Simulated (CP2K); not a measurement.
Consider 2-acetylpyrimidine at its PBE geometry (Å).

```xyz
15

C     2.5498    0.5939   -0.3237
C     1.6223   -0.5837   -0.4990
O     2.0102   -1.6753   -0.8936
C     0.1480   -0.3707   -0.1532
N    -0.6802   -1.4118   -0.3414
C    -1.9646   -1.2095   -0.0180
C    -2.4305    0.0054    0.4906
C    -1.4864    1.0198    0.6377
N    -0.1947    0.8438    0.3170
H     2.5411    0.9352    0.7211
H     2.2054    1.4493   -0.9211
H     3.5599    0.2969   -0.6212
H    -2.6421   -2.0535   -0.1715
H    -3.4763    0.1550    0.7545
H    -1.7620    2.0053    1.0217
```

Method: CP2K XAS_TDP, all-electron GAPW, PBEh(45%), aug-cc-pVDZ, TDA, GW2X-corrected core level, no relativity.

Question: Predict the bright core excitations at the C K edge.

Leading lines: C1 290.81 eV, C2 288.03 eV, C4 287.12 eV, C6 287.38 eV and C7 286.91 eV. The leading line of an atom is its first one with 35 % of the strongest within 2.5 eV of its lowest line over the strength cut. Core ionisation energies at this level: C4 293.74, C6 293.84, C7 292.79, C1 292.31 and C2 295.10 eV.

The first six lines of each atom with a strength over 0.0015:

```csv
atom,energy (eV),states,"strength, one atom",above the computed threshold
C1 (bonded to C and 3 H),290.36,1,0.0046,
,290.81,1,0.0119,
,291.19,1,0.0171,
,291.44,1,0.0074,
,291.54,1,0.0044,
,292.04,1,0.0018,
C2 (bonded to 2 C and O),288.03,1,0.0585,
,292.50,1,0.0138,
,294.56,2,0.0016,
,294.66,1,0.0019,
,294.96,1,0.0029,
,295.87,1,0.0055,yes
C4 (bonded to C and 2 N),287.12,1,0.0483,
,291.32,1,0.0152,
,293.87,1,0.0016,yes
,294.39,1,0.0108,yes
,294.86,1,0.0043,yes
,295.06,1,0.0032,yes
"C6 (bonded to C, N and H)",287.38,1,0.0577,
,291.65,1,0.0118,
,292.66,1,0.0038,
,292.70,1,0.0047,
,293.23,1,0.0016,
,293.41,1,0.0025,
C7 (bonded to 2 C and H),286.91,1,0.0467,
,290.38,1,0.0127,
,291.40,1,0.0099,
,291.77,1,0.0028,
,293.13,1,0.0055,yes
,294.37,1,0.0023,yes
```

Lines are vertical, at one geometry, with no vibrational structure. GW2X ionisation energies and lines can be off by 1 to 2 eV either way, and a good line position may hide errors that cancel. Atoms with the same bonds but other surroundings in this conformer are left out. These values hold no scalar relativity, about 0.1 eV for C 1s. Rydberg lines, and the discretised continuum above threshold, depend on the basis and the box.

[Banner, clock and machine lines of the logs are left out without a mark of their own.]

[Logs are printed without paths, hosts, clocks, repeated set-up lines and the standing remarks that a program may print on its own settings, such as how far it seeks lower states.]

[Hosts, paths, dates, database ids (printed as entryN), source tags and the programs' standing remarks are cut or masked in the printed files.]
